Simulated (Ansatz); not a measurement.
# Cl-CC-Cl chair monolayer in a perpendicular field, part 2 of 2

Aim: how the Cl-CC-Cl chair monolayer screens a field along its normal, and what the field does to its bands. A positive field points along +c.

Ansatz 0.2.0; plane-wave DFT, PBE-D3(BJ), Ansatz PAW.

So far. Step 2 (Relaxing the slab): The lattice constant a goes from 2.508 to 2.895 Å.

## Step 3: Single point, field 0, start network

A sawtooth potential applies the field, turning back in the middle of the vacuum. With the dipole correction the typed value is the field outside the slab. The induced dipole is small, so the SCF threshold is tight.

The cell differs from the one that the last finished run ended in (c 39.167 → 22.006 Å).

input.yaml reads:

```yaml
crystal:
  lattice:
    - [2.8952697847, 0.0, 0.0]
    - [-1.4476348924, 2.5073771844, 0.0]
    - [0.0, 0.0, 22.0064293506]
  atoms:
    - { symbol: Cl, position: [0.6666666667, 0.3333333333, 0.40897139] }
    - { symbol: C, position: [0.6666666667, 0.3333333333, 0.4885059861] }
    - { symbol: C, position: [0.3333333333, 0.6666666667, 0.5114940139] }
    - { symbol: Cl, position: [0.3333333333, 0.6666666667, 0.59102861] }
kpoints:
  mp_grid: { grid: [24, 24, 1] }
  band_path:
    path: [[0, 0, 0], [0.5, 0, 0], [0.33333333, 0.33333333, 0], [0, 0, 0]]
    npoints: 16
hamiltonian:
  xc: pbe
  dispersion: d3bj
scf:
  occupations: { method: fermi_dirac, width: 0.02585 }
  convergence: { dr2_threshold: 1.0e-10 }
efield:
  axis: 3
  dipole_correction: true
  ramp_position: 0.97
  ramp_width: 0.06
  amplitude: 0
output:
  dos: { projected: true, e_range: [-6, 5] }
  write_potential: true
  write_density: true
  volumetric_format: npy
  elf: true
```

On the command line:

```bash
$ ansatz run input.yaml --threads 2 --pin off --max-ram 3072MiB --backend cpu --events-out ev --progress --plain --runs-dir out
```

Standard output:

```text
[...]
Crystal: 4 atoms, lattice volume = 159.756 Å³
Basis set: ecut = 420 eV, 3097 PW (Γ)
Bands: 15, of which v1, the nominal top of the filled ones, is band 11 counted from 1 (10 counted from 0)
Symmetry: 6 space group operations
k-points: 61 of 576 (time reversal used)
[...]
SCF iter   1: F=—  HF=-2658.545676 eV  |F-HF|=—  |Δ(HF+E_count)|=         —  Δρ=3.73e-3  dr2=5.60e-2  ethr=1.77e-3  p=0.000 e·Å  D=6.88e-14 V/Å  ΔV_dip=-0.00 eV  dr2_dipole=4.13e-10  V_vac-E_F(+/−)=3.86/3.86 eV  ⟨swp⟩=8.7  Hψ=6744  notcnv=0
efield: sawtooth ramp at fractional position 0.9700 (set: `efield.ramp_position`, or a place that a band, a saddle search or an elastic batch's reference lends), width 0.0600; the density the first Hamiltonian is built on has a dipole p = 0.000 e·Å; the dipole correction subtracts the counter field D = 6.88e-14 V/Å, which shifts the + side's vacuum level by -0.00 eV against the − side's; the planar-averaged density in the ramp window peaks in size at 1.6e-5 e/Å³
[...]
SCF iter   2: F=—  HF=-2658.532551 eV  |F-HF|=—  |Δ(HF+E_count)|=   1.31e-2  Δρ=2.76e-3  dr2=3.25e-2  ethr=2.54e-4  p=0.000 e·Å  D=1.53e-5 V/Å  ΔV_dip=-0.00 eV  dr2_dipole=6.85e-9  V_vac-E_F(+/−)=3.15/3.15 eV  ⟨swp⟩=3.1  Hψ=2136  notcnv=0
[...]
SCF iter  11: F=-2658.526709 eV  HF=-2658.526709 eV  |F-HF|=1.36e-11  |Δ(HF+E_count)|=  8.59e-11  Δρ=2.00e-7  dr2=4.93e-11  ethr=1.00e-12  p=-0.000 e·Å  D=-2.90e-7 V/Å  ΔV_dip=0.00 eV  dr2_dipole=2.81e-13  V_vac-E_F(+/−)=3.08/3.08 eV  ⟨swp⟩=2.3  Hψ=2943  notcnv=0
SCF 1 converged in 11 iterations: F = -2658.526709 eV  dr2 = 4.93e-11
[...]
NSCF: frozen V_eff on 49 k-points
efield: sawtooth ramp at fractional position 0.9700 (kept from the solve that this one continues, or follows in the run), width 0.0600; the density the first Hamiltonian is built on has a dipole p = -0.000 e·Å; the dipole correction subtracts the counter field D = -2.90e-7 V/Å, which shifts the + side's vacuum level by +0.00 eV against the − side's; the planar-averaged density in the ramp window peaks in size at 8.3e-7 e/Å³
[...]
SCF converged after 11 iterations
Free energy (F): -2658.526709 eV
[...]
Internal energy: -2658.526709 eV  (E = F + TS)
E sigma→0 (E₀):  -2658.526709 eV
Fermi energy:    0.798822 eV
Dipole field:    D = 0.000001 V/Å  (p = 0.000000 e·Å, saw-weighted, corrected)
Work function:   Φ+ = 3.0843 eV   Φ− = 3.0843 eV
Levels:          The Fermi level and band energies are counted from a zero that moves with the ramp; work functions are not
[...]
--- Band table (eV; the first three rows and the last of 61) ---
  k-point 0: bands = [... 7 lower, -1.2342, -1.2342, 0.0290, 0.0290, 1.5376, 1.8305, 2.9618, 3.7758]
  k-point 1: bands = [... 7 lower, -1.3517, -1.2510, -0.1030, 0.0026, 1.6109, 1.9225, 2.9894, 3.7744]
  k-point 2: bands = [... 7 lower, -1.6784, -1.3027, -0.4700, -0.0735, 1.7475, 2.1942, 3.0541, 3.8218]
  k-point 60: bands = [... 7 lower, -5.4701, -4.3741, -4.3741, -4.0929, 4.0924, 4.0924, 5.1951, 6.4711]
```

Elapsed: 15 s, on 2 threads of Intel Xeon at 2.70GHz, shared host; peak memory 0.49 GiB.

Numbers from this step:

```
gap on the k-mesh                  : 1.509 eV
dipole along the normal            : 4.48e-7 e·Å
gap along the path                 : 1.509 eV
smallest direct gap along the path : 1.509 eV
ionisation energy, upper face      : 3.854 eV
electron affinity, upper face      : 2.346 eV
gap, the smaller of path and mesh  : 1.509 eV
```

Running mean over a fixed 2.8 Å (it still follows the layers) of the planar mean; the ramp of the sawtooth is left out. Electron's electrostatic potential energy less the Fermi level against z:

| z (Å) | electron's electrostatic potential energy less the Fermi level (eV) |
| --- | --- |
| 3 | 3.08 |
| 4 | 3.08 |
| 5 | 3.08 |
| 6 | 3.07 |
| 7 | 2.41 |
| 8 | -2.15 |
| 9 | -4.73 |
| 10 | -9.82 |
| 11 | -8.04 |
| 12 | -9.83 |
| 13 | -4.76 |
| 14 | -2.17 |
| 15 | 2.39 |
| 16 | 3.07 |
| 17 | 3.08 |
| 18 | 3.08 |
| 19 | 3.08 |

The density of states has structure finer than the step of the table below, so its rows give means over 0.2 eV. Peaks (eV: height): -5.39: 3.18, -3.19: 2.40, -2.09: 2.61, 1.72: 2.09, 2.30: 2.75, 2.44: 2.96, 2.49: 2.31.

The density of states by energy, zero at the Fermi level of the run, which the smearing sets inside the gap; means over each step:

energy (eV), density of states (states/eV a cell) and a bar:
```
     -5.8       2.19 ###########################
     -5.6       2.13 ##########################
     -5.4       2.44 ##############################
     -5.2       1.62 ####################
     -5.0       1.34 ################
     -4.8       1.25 ###############
     -4.6       1.29 ################
     -4.4       1.24 ###############
     -4.2       1.26 ################
     -4.0       1.29 ################
     -3.8       1.35 #################
     -3.6       1.45 ##################
     -3.4       1.62 ####################
     -3.2       2.10 ##########################
     -3.0       1.74 #####################
     -2.8       1.61 ####################
     -2.6       1.56 ###################
     -2.4       1.66 ####################
     -2.2       1.85 #######################
     -2.0       1.52 ###################
     -1.8       0.93 ###########
     -1.6       0.78 ##########
     -1.4       0.68 ########
     -1.2       0.62 ########
     -1.0       0.57 #######
     -0.8       0.35 ####
     -0.6       0.00 
     -0.4       0.00 
     -0.2       0.00 
      0.0       0.00 
      0.2       0.00 
      0.4       0.00 
      0.6       0.00 
      0.8       0.17 ##
      1.0       0.96 ############
      1.2       1.44 ##################
      1.4       1.61 ####################
      1.6       1.51 ###################
      1.8       1.66 #####################
      2.0       1.44 ##################
      2.2       1.88 #######################
      2.4       2.24 ############################
```

Projected DOS per atom over height of the atomic layer and energy from the Fermi level. Layers: Cl C C Cl from below.

Values in states/eV, 22 rows by 4 columns, each cell a mean:
```
0.28 0.53 0.53 0.28
0.19 0.45 0.45 0.19
0.14 0.56 0.56 0.14
0.13 0.51 0.51 0.13
0.05 0.14 0.14 0.05
0.00 0.00 0.00 0.00
0.00 0.00 0.00 0.00
0.00 0.00 0.00 0.00
0.07 0.01 0.01 0.07
0.26 0.04 0.04 0.26
0.32 0.04 0.04 0.32
0.51 0.06 0.06 0.51
0.81 0.09 0.09 0.81
0.71 0.07 0.07 0.71
0.86 0.07 0.07 0.86
0.73 0.06 0.06 0.73
0.61 0.05 0.05 0.61
0.57 0.05 0.05 0.57
0.57 0.06 0.06 0.57
0.59 0.09 0.09 0.59
0.82 0.27 0.27 0.82
0.80 0.32 0.32 0.80
```
Columns: height of the atomic layer (Å) from 9 to 13.0 (not evenly spaced); rows upwards: energy from the Fermi level (eV) from -5.96 to 2.59.

The electronic bands at the labelled points (eV, zero at the Fermi level of the run, which the smearing sets inside the gap):

```csv
point,band 8,band 9,band 10,band 11,band 12,band 13,band 14,band 15
Γ,-2.03,-2.03,-0.77,-0.77,0.74,1.03,2.16,2.98
halfway,-4.55,-3.86,-2.60,-1.48,1.36,1.85,2.84,4.53
M,-6.21,-6.07,-3.17,-2.07,0.97,2.86,3.02,5.14
halfway,-6.14,-5.91,-4.24,-3.32,2.72,3.07,3.37,4.93
K,-6.27,-5.17,-5.17,-4.89,3.29,3.29,4.40,5.67
halfway,-4.55,-4.53,-3.03,-2.26,2.12,2.48,2.94,4.12
Γ,-2.03,-2.03,-0.77,-0.77,0.74,1.03,2.16,2.98
```

Valence density in the ca plane at fractional y = 0.333, with atoms of Cl and C within 0.2 Å of it. It is the smooth field of the valence electrons, not physical close to the nuclei.

Values in e/Å³, 5 rows by 16 columns, each cell a mean:
```
0.0 0.0 0.0 0.0 0.0 0.0 0.6 1.4 0.8 0.8 0.2 0.2 0.0 0.0 0.0 0.0
0.0 0.0 0.0 0.0 0.0 0.0 0.9 1.0 1.4 1.1 0.1 0.1 0.0 0.0 0.0 0.0
0.0 0.0 0.0 0.0 0.0 0.0 0.6 1.4 0.8 0.8 0.2 0.2 0.0 0.0 0.0 0.0
0.0 0.0 0.0 0.0 0.0 0.0 0.1 0.3 0.2 0.4 0.4 0.6 0.1 0.0 0.0 0.0
0.0 0.0 0.0 0.0 0.0 0.0 0.1 0.3 0.2 0.4 0.4 0.6 0.1 0.0 0.0 0.0
```
Columns run along c (16.0 Å, from fractional 0.09 to 0.81 of the cell), rows up along a (2.9 Å). Atoms in or near the plane, at fractional coordinates: Cl at (0.41, 0.67), C at (0.49, 0.67).

Electrostatic potential energy in the ca plane at fractional y = 0.333, with atoms of Cl and C within 0.2 Å of it. With pseudopotentials it is smooth inside the atoms' cores, unlike the true potential.

Ten even steps from '0' (-47 eV) to '9' (4 eV), each cell a mean:
```
99999999999999999974468766899999999999999999
99999999999999999720026300589999999999999999
99999999999999999710015100489999999999999999
99999999999999999830036411689999999999999999
99999999999999999975578867899999999999999999
99999999999999999999999988889878899999999999
99999999999999999999999998889877899999999999
99999999999999999999899988889888999999999999
```
Columns run along c (16.0 Å, from fractional 0.09 to 0.81 of the cell; values clipped at the 3rd and 97th percentile), rows up along a (2.9 Å). Atoms in or near the plane, at fractional coordinates: Cl at (0.41, 0.67), C at (0.49, 0.67).

ELF in the ca plane at fractional y = 0.333, with atoms of Cl and C within 0.2 Å of it. It is the smooth field of the valence electrons, not physical close to the nuclei.

Ten even steps from '0' (0.00) to '9' (0.91), each cell a mean:
```
00000000000000014799985579721356520000000000
00000000000000014897678745620011100000000000
00000000000000015885369712630000000000000000
00000000000000014898777756720122100000000000
00000000000000013799975478721467631000000000
00000000000000001256531157633699962000000000
00000000000000000011110136534799973000000000
00000000000000001367742257633699862000000000
```
Columns run along c (16.0 Å, from fractional 0.09 to 0.81 of the cell), rows up along a (2.9 Å). Atoms in or near the plane, at fractional coordinates: Cl at (0.41, 0.67), C at (0.49, 0.67).

The gap is 1.51 eV, with the valence edge 3.85 eV and the conduction edge 2.35 eV under the upper vacuum level.

## Step 4: Single point, field 0.1 V/Å

input.yaml, as its differences from that of step 3:

```diff
@@ -24,7 +24,6 @@
   dipole_correction: true
-  ramp_position: 0.97
-  ramp_width: 0.06
-  amplitude: 0
+  ramp_position: 0.9418
+  ramp_width: 0.1163
+  amplitude: 0.1
 output:
-  dos: { projected: true, e_range: [-6, 5] }
   write_potential: true
@@ -32,2 +31 @@
   volumetric_format: npy
-  elf: true
```

Standard output:

```text
[...]
Crystal: 4 atoms, lattice volume = 159.756 Å³
Basis set: ecut = 420 eV, 3097 PW (Γ)
Bands: 15, of which v1, the nominal top of the filled ones, is band 11 counted from 1 (10 counted from 0)
Symmetry: 6 space group operations
k-points: 61 of 576 (time reversal used)
[...]
--- Band table (eV; the first three rows and the last of 61) ---
  k-point 0: bands = [... 7 lower, -1.2345, -1.2345, 0.0290, 0.0290, 1.5353, 1.8255, 2.9429, 3.7176]
  k-point 1: bands = [... 7 lower, -1.3521, -1.2513, -0.1029, 0.0027, 1.6076, 1.9187, 2.9713, 3.7333]
  k-point 2: bands = [... 7 lower, -1.6788, -1.3031, -0.4699, -0.0734, 1.7427, 2.1919, 3.0394, 3.7791]
  k-point 60: bands = [... 7 lower, -5.4705, -4.3883, -4.3601, -4.0928, 4.0748, 4.1094, 5.1947, 6.4673]
[key lines of the parts left out:]
SCF converged after 14 iterations
Free energy (F): -2658.527804 eV
Fermi energy:    0.797575 eV
Dipole field:    D = 0.024811 V/Å  (p = 0.021905 e·Å, saw-weighted, corrected)
```

It took 16 s on 2 threads; peak memory 0.46 GiB.

The dipole is 0.0219 e·Å, and the gap 1.506 eV.

## Step 5: Atoms held, field -0.1 V/Å

input.yaml, as its differences from that of step 4:

```diff
@@ -26,3 +26,3 @@
   ramp_width: 0.1163
-  amplitude: 0.1
+  amplitude: -0.1
 output:
```

Standard output:

```text
[...]
Crystal: 4 atoms, lattice volume = 159.756 Å³
Basis set: ecut = 420 eV, 3097 PW (Γ)
Bands: 15, of which v1, the nominal top of the filled ones, is band 11 counted from 1 (10 counted from 0)
Symmetry: 6 space group operations
k-points: 61 of 576 (time reversal used)
[...]
--- Band table (eV; the first three rows and the last of 61) ---
  k-point 0: bands = [... 7 lower, -1.2347, -1.2347, 0.0289, 0.0289, 1.5351, 1.8253, 2.9427, 3.7177]
  k-point 1: bands = [... 7 lower, -1.3523, -1.2515, -0.1031, 0.0026, 1.6074, 1.9185, 2.9711, 3.7333]
  k-point 2: bands = [... 7 lower, -1.6790, -1.3033, -0.4701, -0.0736, 1.7425, 2.1918, 3.0393, 3.7791]
  k-point 60: bands = [... 7 lower, -5.4707, -4.3885, -4.3603, -4.0930, 4.0747, 4.1092, 5.1946, 6.4671]
[key lines of the parts left out:]
SCF converged after 14 iterations
Free energy (F): -2658.527804 eV
Fermi energy:    0.797409 eV
Dipole field:    D = -0.024811 V/Å  (p = -0.021905 e·Å, saw-weighted, corrected)
```

The job ended after 15 s (2 threads; peak memory 0.46 GiB; 28 s of CPU time).

The dipole is -0.0219 e·Å, and the gap 1.506 eV.

## Step 6: Response, atoms held

This step: plane-wave DFT, PBE-D3(BJ), Ansatz PAW; response to a field along the normal, atoms held (Ansatz 0.2.0).

The dipoles give the slope, and the difference of two potentials shows where the field is screened.

Numbers from this step:

```yaml
equivalent_conductor_thickness_p_eps_0ae: 5.460 Å
distance_between_the_outer_atoms: 4.006 Å
```

The dipole of the cell by applied field:

```csv
applied field (V/Å),dipole of the cell (e·Å)
-0.1000,-0.0219
0.0000,4.5e-7
0.1000,0.0219
```

Local field over the applied field, running mean. From the potentials at -0.1 and 0.1 V/Å; running mean over 2.5 Å. The local field over applied field by z:

| z (Å) | local field over applied field |
| --- | --- |
| 4.11 | 1.000 |
| 4.55 | 1.000 |
| 4.84 | 0.999 |
| 5.28 | 0.998 |
| 5.57 | 0.996 |
| 6.02 | 0.988 |
| 6.31 | 0.975 |
| 6.75 | 0.929 |
| 7.04 | 0.869 |
| 7.48 | 0.728 |
| 7.78 | 0.617 |
| 8.22 | 0.455 |
| 8.51 | 0.354 |
| 8.95 | 0.227 |
| 9.39 | 0.144 |
| 9.68 | 0.107 |
| 10.12 | 0.0935 |
| 10.42 | 0.110 |
| 10.86 | 0.126 |
| 11.15 | 0.126 |
| 11.59 | 0.110 |
| 11.88 | 0.0935 |
| 12.32 | 0.107 |
| 12.62 | 0.144 |
| 13.06 | 0.227 |
| 13.50 | 0.354 |
| 13.79 | 0.455 |
| 14.23 | 0.617 |
| 14.52 | 0.728 |
| 14.96 | 0.869 |
| 15.26 | 0.929 |
| 15.70 | 0.975 |
| 15.99 | 0.988 |
| 16.43 | 0.996 |
| 16.72 | 0.998 |
| 17.16 | 0.999 |
| 17.46 | 1.000 |
| 17.90 | 1.000 |

The induced electron density oscillates, so the rows of the table below give means over 0.5 Å (shorter at the two ends). Its distinct maxima (Å: e/Å³ per V/Å): 8.22: 0.00484, 10.71: 0.00326, 12.03: 0.00116. Distinct minima: 9.98: -0.00116, 11.30: -0.00326, 13.79: -0.00484.

Electrons, planar mean, per unit field. Induced electron density against z; means over each step:

| z (Å) | induced electron density (e/Å³ per V/Å) |
| --- | --- |
| 4.5 | 7.9e-7 |
| 5.0 | 3.0e-6 |
| 5.5 | 1.2e-5 |
| 6.0 | 4.5e-5 |
| 6.5 | 1.6e-4 |
| 7.0 | 5.9e-4 |
| 7.5 | 0.00181 |
| 8.0 | 0.00402 |
| 8.5 | 0.00368 |
| 9.0 | 1.9e-5 |
| 9.5 | -4.2e-4 |
| 10.0 | -9.8e-4 |
| 10.5 | 0.00128 |
| 11.0 | 3.7e-5 |
| 11.5 | -0.00133 |
| 12.0 | 9.8e-4 |
| 12.5 | 4.2e-4 |
| 13.0 | 1.4e-5 |
| 13.5 | -0.00364 |
| 14.0 | -0.00405 |
| 14.5 | -0.00183 |
| 15.0 | -6.0e-4 |
| 15.5 | -1.7e-4 |
| 16.0 | -4.6e-5 |
| 16.5 | -1.2e-5 |
| 17.0 | -3.0e-6 |
| 17.5 | -8.0e-7 |

The smaller of the gaps on the path and on the k-mesh, counted as 0 under 0.03 eV. The gap stays at 1.51 eV for applied field from -0.1 to 0.1 V/Å.

By hand: between -0.1 and 0.1 V/Å the dipole changes by 0.04381 e·Å, a slope of 0.2190 e·Å²/V. A perfect conductor of thickness t has p = ε₀AEt, so t = 180.95 × 0.2190 / 7.260 = 5.46 Å (e/ε₀ = 180.95 V·Å, A in Å²).

The induced dipole is that of a conductor 5.46 Å thick.

## Step 7: Outcome

| Property | Result |
| --- | --- |
| gap without field | 1.51 eV |
| ionisation energy, upper face | 3.85 eV |
| electron affinity, upper face | 2.35 eV |
| equivalent conductor thickness, atoms held | 5.46 Å |

In words: The induced dipole equals that of a perfect conductor 5.46 Å thick, while the outer atoms lie 4.01 Å apart; an out-of-plane ε follows only once a thickness t is chosen, by 1 − 1/ε = 5.46 Å / t. The gap stays within 0.01 eV of 1.51 eV over the fields run, up to 0.1 V/Å in size. Semilocal functionals give gaps that are too small, and excitons are not included.

[Long decimals in the printed logs are rounded to 6 places.]

[Logs are printed without paths, hosts, clocks, repeated set-up lines and the standing remarks that a program may print on its own settings, such as how far it seeks lower states.]

[Hosts, paths, dates, database ids (printed as entryN), source tags and the programs' standing remarks are cut or masked in the printed files.]

[Maps of the electrostatic potential energy from Ansatz leave out the sawtooth potential of an applied field or a dipole correction, so their vacuum need not be flat; planar profiles and work functions include it.]
